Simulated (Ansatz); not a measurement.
# Elastic response of glassy 80GeO2-20CaO (mol %) (98 atoms), part 4 of 4

How stiff is glassy 80GeO2-20CaO (mol %) (98 atoms), and how do its levels respond to strain?

Ansatz 0.2.0; Kohn-Sham DFT, PBE, PAW (set soft_2), plane waves.

The cell: 28 Ge, 7 Ca and 63 O. The quench rate of 50 K/ps is orders of magnitude faster than experiment. The starting topology of bonds comes from the classical model. Only the Γ point is sampled.

So far. Step 10 (Stretched by 1 % along x): The relaxation converged after 7 steps, 0.0796 eV below its start, with a largest force component of 0.039 eV/Å. Step 10 (Stretched by 1 % along x): Stretched by 1 % along x: the energy stands 0.0401 eV above that of the reference, at a pressure of -0.404 GPa.

## Step 11: Compressed by 1 % along x

The relaxed cell is strained along x alone, which gives the stiffness along x and its coupling to y and z.

File input.yaml:

```yaml
crystal:
  lattice:
    - [11.15987, 0.02208, -0.24411]
    - [0.02186, 11.27596, 0.33085]
    - [-0.24167, 0.33085, 11.39539]
  atoms:
    [... the 98 atom lines of step 4 ...]
kpoints:
  mp_grid: { grid: [1, 1, 1] }
hamiltonian:
  xc: pbe
scf:
  occupations: { method: fixed }
output:
  forces: true
  eigenvalues: true
  stress: true
relax:
  f_tol: 0.05
  max_steps: 70
```

Started as:

```bash
$ ansatz run input.yaml --threads 4 --pin off --max-ram 8192MiB --backend cpu --events-out ev --progress --plain --runs-dir out
```

Numbers of over 12 decimals in the logs are rounded to 6 here.

Log:

```text
[...]
Crystal: 98 atoms, lattice volume = 1432.080 Å³
Basis set: ecut = 420 eV, 27991 PW (Γ), exchange–correlation on 150×160×160 points (8 copies of the dense FFT grid, shifted against one another)
Bands: 518, of which v1, the nominal top of the filled ones, is band 420 counted from 1 (419 counted from 0)
Symmetry: 1 space group operations
[...]
k-points: 1
[...]
SCF iter   1: F=—  HF=-168741.709824 eV  |F-HF|=—  |Δ(HF+E_count)|=         —  Δρ=2.49e-3  dr2=1.01e-1  ethr=1.77e-3  ⟨swp⟩=5.0  Hψ=1678  notcnv=0  defer=95
[...]
SCF iter   5: F=—  HF=-168741.721610 eV  |F-HF|=—  |Δ(HF+E_count)|=   7.53e-5  Δρ=1.01e-4  dr2=1.45e-4  ethr=5.64e-8  ⟨swp⟩=2.0  Hψ=661  notcnv=0  defer=96
SCF iter   6: F=-168741.721629 eV  HF=-168741.721626 eV  |F-HF|=3.15e-6  |Δ(HF+E_count)|=   1.61e-5  Δρ=3.10e-5  dr2=1.36e-5  ethr=7.44e-9  ⟨swp⟩=12.0  Hψ=3070  notcnv=0
SCF 1 converged in 6 iterations: F = -168741.721629 eV  dr2 = 1.36e-5
[...]
relax step   1: F+E_penalty+E_count = -168741.72162885 eV  Δ(F+E_penalty+E_count) = +0.000e0 eV  max|allowed force component| = 4.945e-1 eV/Å  Δτ_max = 0.0000 Å  (6 SCF iters, dr2 threshold 6.25e-5 eV, accepted)
[...]
relax step   2: F+E_penalty+E_count = -168741.77701623 eV  Δ(F+E_penalty+E_count) = -5.539e-2 eV  max|allowed force component| = 2.480e-1 eV/Å  Δτ_max = 0.0286 Å  (6 SCF iters, dr2 threshold 1.53e-5 eV, accepted)
[...]
relax step   3: F+E_penalty+E_count = -168741.79729199 eV  Δ(F+E_penalty+E_count) = -2.028e-2 eV  max|allowed force component| = 6.469e-2 eV/Å  Δτ_max = 0.0311 Å  (7 SCF iters, dr2 threshold 3.84e-6 eV, accepted)
relax step   4: F+E_penalty+E_count = -168741.76905049 eV  Δ(F+E_penalty+E_count) = +2.824e-2 eV  max|allowed force component| = 1.952e-1 eV/Å  Δτ_max = 0.1222 Å  (9 SCF iters, rejected (line search))
relax step   5: F+E_penalty+E_count = -168741.80088722 eV  Δ(F+E_penalty+E_count) = -3.595e-3 eV  max|allowed force component| = 7.610e-2 eV/Å  Δτ_max = 0.0277 Å  (9 SCF iters, accepted)
relax step   6: F+E_penalty+E_count = -168741.80259150 eV  Δ(F+E_penalty+E_count) = -1.704e-3 eV  max|allowed force component| = 5.383e-2 eV/Å  Δτ_max = 0.0407 Å  (9 SCF iters, accepted)
relax step   7: F+E_penalty+E_count = -168741.80401936 eV  Δ(F+E_penalty+E_count) = -1.428e-3 eV  max|allowed force component| = 6.294e-2 eV/Å  Δτ_max = 0.0390 Å  (9 SCF iters, accepted)
[...]
relax step   8: F+E_penalty+E_count = -168741.80564683 eV  Δ(F+E_penalty+E_count) = -1.627e-3 eV  max|allowed force component| = 1.919e-2 eV/Å  Δτ_max = 0.0203 Å  (8 SCF iters, accepted)
SCF converged after 8 iterations
Free energy (F): -168741.805647 eV
[...]
Internal energy: -168741.805647 eV  (E = F + TS)
E sigma→0 (E₀):  -168741.805647 eV
Fermi energy:    4.802445 eV
[...]
Σ components = -168741.805647   (vs F -168741.805647, Δ=0.00e0)
--- Forces (eV/Å), atoms counted from 1 ---
  atom   1  Ge    -0.00381384     0.00783024    -0.01919187
  atom   2  Ge    -0.00054797     0.00499794    -0.00941753
  atom   3  Ge    -0.00312370     0.00456009    -0.00889466
  atom   4  Ge     0.00151204    -0.00274563    -0.00151534
[...]
atom  98  O     -0.00122322     0.00761314     0.00254303
  max |Σ_I F_I| component: 5.00e-5 eV/Å
--- Stress (GPa, compression-positive) ---
        0.805830       0.019829      -0.017425
        0.019829       0.320615       0.033122
       -0.017425       0.033122       0.192628
  P = ⅓ Tr σ = 0.4397 GPa (4.397 kbar)
--- Band table (eV) ---
[...]
--- Relaxed structure (8 steps of the walk, 7 accepted, 0 SCFs on fresh bases) ---
  F+E_penalty+E_count = -168741.80564683 eV   max|allowed force component| = 1.919e-2 eV/Å
  atoms:
    - { symbol: Ge, position: [0.622509, 0.501721, 0.102507] }
    - { symbol: Ge, position: [0.356938, 0.933632, 0.567532] }
    - { symbol: Ge, position: [0.931739, 0.718948, 0.468144] }
    - { symbol: Ge, position: [0.320000, 0.401687, 0.811357] }
[...]
- { symbol: O, position: [0.587361, 0.123345, 0.127705] }
```

Elapsed: 3 min, on 4 threads of Arm Neoverse V2, shared host; peak memory 2.1 GiB; 12 min of CPU time.

The relaxation converged after 8 steps, 0.0840 eV below its start, with a largest force component of 0.019 eV/Å.

Compressed by 1 % along x: the energy stands 0.0346 eV above that of the reference, at a pressure of 0.440 GPa.

## Step 12: Sheared by 2 % in xy

A shear of the relaxed cell gives the modulus that volume changes can't reach.

input.yaml, the sections that differ from step 11:

```yaml
crystal:
  lattice:
    - [11.27282, 0.13481, -0.24411]
    - [0.13484, 11.27618, 0.33085]
    - [-0.2408, 0.32841, 11.39539]
  atoms:
    [... the 98 atom lines of step 4 ...]
# kpoints, hamiltonian, scf, output, relax: as in step 11
```

Log:

```text
[...]
Crystal: 98 atoms, lattice volume = 1446.401 Å³
Basis set: ecut = 420 eV, 28265 PW (Γ), exchange–correlation on 160×160×160 points (8 copies of the dense FFT grid, shifted against one another)
Bands: 518, of which v1, the nominal top of the filled ones, is band 420 counted from 1 (419 counted from 0)
Symmetry: 1 space group operations
[...]
k-points: 1
[...]
SCF iter   1: F=—  HF=-168741.673899 eV  |F-HF|=—  |Δ(HF+E_count)|=         —  Δρ=2.52e-3  dr2=1.04e-1  ethr=1.77e-3  ⟨swp⟩=5.0  Hψ=1677  notcnv=0  defer=95
[...]
SCF iter   5: F=—  HF=-168741.684781 eV  |F-HF|=—  |Δ(HF+E_count)|=   6.96e-5  Δρ=1.04e-4  dr2=1.56e-4  ethr=6.08e-8  ⟨swp⟩=2.0  Hψ=658  notcnv=0  defer=96
SCF iter   6: F=-168741.684800 eV  HF=-168741.684797 eV  |F-HF|=2.58e-6  |Δ(HF+E_count)|=   1.66e-5  Δρ=3.30e-5  dr2=1.55e-5  ethr=7.44e-9  ⟨swp⟩=13.0  Hψ=3073  notcnv=0
SCF 1 converged in 6 iterations: F = -168741.684800 eV  dr2 = 1.55e-5
[...]
relax step   1: F+E_penalty+E_count = -168741.68479991 eV  Δ(F+E_penalty+E_count) = +0.000e0 eV  max|allowed force component| = 4.935e-1 eV/Å  Δτ_max = 0.0000 Å  (6 SCF iters, dr2 threshold 6.25e-5 eV, accepted)
[...]
relax step   2: F+E_penalty+E_count = -168741.76347718 eV  Δ(F+E_penalty+E_count) = -7.868e-2 eV  max|allowed force component| = 2.836e-1 eV/Å  Δτ_max = 0.0405 Å  (6 SCF iters, dr2 threshold 1.52e-5 eV, accepted)
[...]
relax step   3: F+E_penalty+E_count = -168741.79040225 eV  Δ(F+E_penalty+E_count) = -2.693e-2 eV  max|allowed force component| = 8.539e-2 eV/Å  Δτ_max = 0.0221 Å  (6 SCF iters, dr2 threshold 5.03e-6 eV, accepted)
relax step   4: F+E_penalty+E_count = -168741.76199569 eV  Δ(F+E_penalty+E_count) = +2.841e-2 eV  max|allowed force component| = 1.807e-1 eV/Å  Δτ_max = 0.1130 Å  (10 SCF iters, rejected (line search))
[...]
relax step   5: F+E_penalty+E_count = -168741.79824371 eV  Δ(F+E_penalty+E_count) = -7.841e-3 eV  max|allowed force component| = 4.901e-2 eV/Å  Δτ_max = 0.0378 Å  (9 SCF iters, accepted)
SCF converged after 9 iterations
Free energy (F): -168741.798244 eV
[...]
Internal energy: -168741.798244 eV  (E = F + TS)
E sigma→0 (E₀):  -168741.798244 eV
Fermi energy:    4.702211 eV
[...]
Σ components = -168741.798244   (vs F -168741.798244, Δ=0.00e0)
--- Forces (eV/Å), atoms counted from 1 ---
  atom   1  Ge    -0.00663244    -0.03930930     0.04012046
  atom   2  Ge    -0.00758903    -0.01915046     0.01289826
  atom   3  Ge    -0.02936529    -0.01269751     0.00984659
  atom   4  Ge    -0.01231383     0.02427236     0.02186122
[...]
atom  98  O     -0.01463115    -0.00936219     0.00507131
  max |Σ_I F_I| component: 1.45e-4 eV/Å
--- Stress (GPa, compression-positive) ---
       -0.064970      -0.416715      -0.054889
       -0.416715      -0.111680      -0.006034
       -0.054889      -0.006034      -0.024641
  P = ⅓ Tr σ = -0.0671 GPa (-0.671 kbar)
--- Band table (eV) ---
[...]
--- Relaxed structure (5 steps of the walk, 4 accepted, 0 SCFs on fresh bases) ---
  F+E_penalty+E_count = -168741.79824371 eV   max|allowed force component| = 4.901e-2 eV/Å
  atoms:
    - { symbol: Ge, position: [0.623151, 0.502531, 0.101670] }
    - { symbol: Ge, position: [0.356783, 0.936597, 0.565306] }
    - { symbol: Ge, position: [0.938045, 0.722675, 0.467876] }
    - { symbol: Ge, position: [0.319487, 0.397737, 0.811790] }
[...]
- { symbol: O, position: [0.583166, 0.123930, 0.130615] }
```

It took 1.8 min on 4 threads; peak memory 2.2 GiB.

The relaxation converged after 5 steps, 0.113 eV below its start, with a largest force component of 0.049 eV/Å.

Sheared by 2 % in xy: the energy stands 0.0420 eV above that of the reference, at a pressure of -0.0671 GPa.

## Step 13: Pressure against volume

Atoms are relaxed at each volume, in the scaled cell.

```tsv
volume change (%)	volume (Å³/atom)	energy change (meV/atom)	pressure (GPa)	largest move on relaxing (Å)	bonds	gap (eV)
-10	13.285	21.65	5.30	0.56	162	1.98
-6	13.875	6.90	2.77	0.48	159	1.90
-3	14.318	1.74	1.29	0.19	156	1.83
+0	14.761	0.00	0.01	-	155	1.79
+3	15.203	1.66	-1.16	0.19	154	1.75
+6	15.646	6.34	-2.18	0.37	151	1.72
```

## Step 14: Uniaxial strain and shear

Stress (GPa, compression positive) less that of the relaxed cell, atoms relaxed:

```tsv
strain	xx	yy	zz	xy	energy change (meV/atom)
stretched by 1 % along x	-0.763	-0.308	-0.176	-0.038	0.41
compressed by 1 % along x	0.804	0.301	0.181	0.025	0.35
sheared by 2 % in xy	-0.067	-0.132	-0.037	-0.411	0.43
```

## Step 15: Outcome

The bulk modulus, from the slope of pressure against ln V over the three points nearest the relaxed volume, is 40.8 GPa; a quadratic over all points gives a pressure derivative of about 4.2. The count of bonds runs from 151 to 162 over the series, so at some points contacts cross the cutoffs. At -10 % some atom moved by over 0.5 Å on relaxing, so that point may sit in another local minimum. The gap goes from 1.98 eV at the smallest volume to 1.72 eV at the largest, -1.6 eV per unit of ln V by a straight line, on the run's k-points. In the Cartesian axes of the cell, finite differences give C11 = 78.4, C12 = 30.4, C13 = 17.8 and C66 = 20.6 GPa (the shear of 2 % is the engineering strain, εxy = 0.01). The mean of C11, C12 and C13, which equals the bulk modulus in a cubic or isotropic solid, is 42.2 GPa: it agrees with the bulk modulus within 10 %. For an isotropic solid C66 would equal (C11 − C12)/2 = 24.0 GPa; so small a sample needn't be isotropic, and C66 rests on one shear. With the bulk modulus and C66 as K and G, Young's modulus would be about 53 GPa and Poisson's ratio 0.28.

**Limits.** Strains are finite and relaxations stop at the force tolerance of the input, which can leave moduli too stiff; they are those of a static cell at zero temperature. Volumes are changed with the cell's shape held, so in an anisotropic solid the modulus lies over the one under free hydrostatic load. The program notes that the SCF threshold of the relaxations is loose for the stress.

The DFT runs together took 33 min of wall time.

[Logs are printed without paths, hosts, clocks, repeated set-up lines and the standing remarks that a program may print on its own settings, such as how far it seeks lower states.]

[Hosts, paths, dates, database ids (printed as entryN), source tags and the programs' standing remarks are cut or masked in the printed files.]
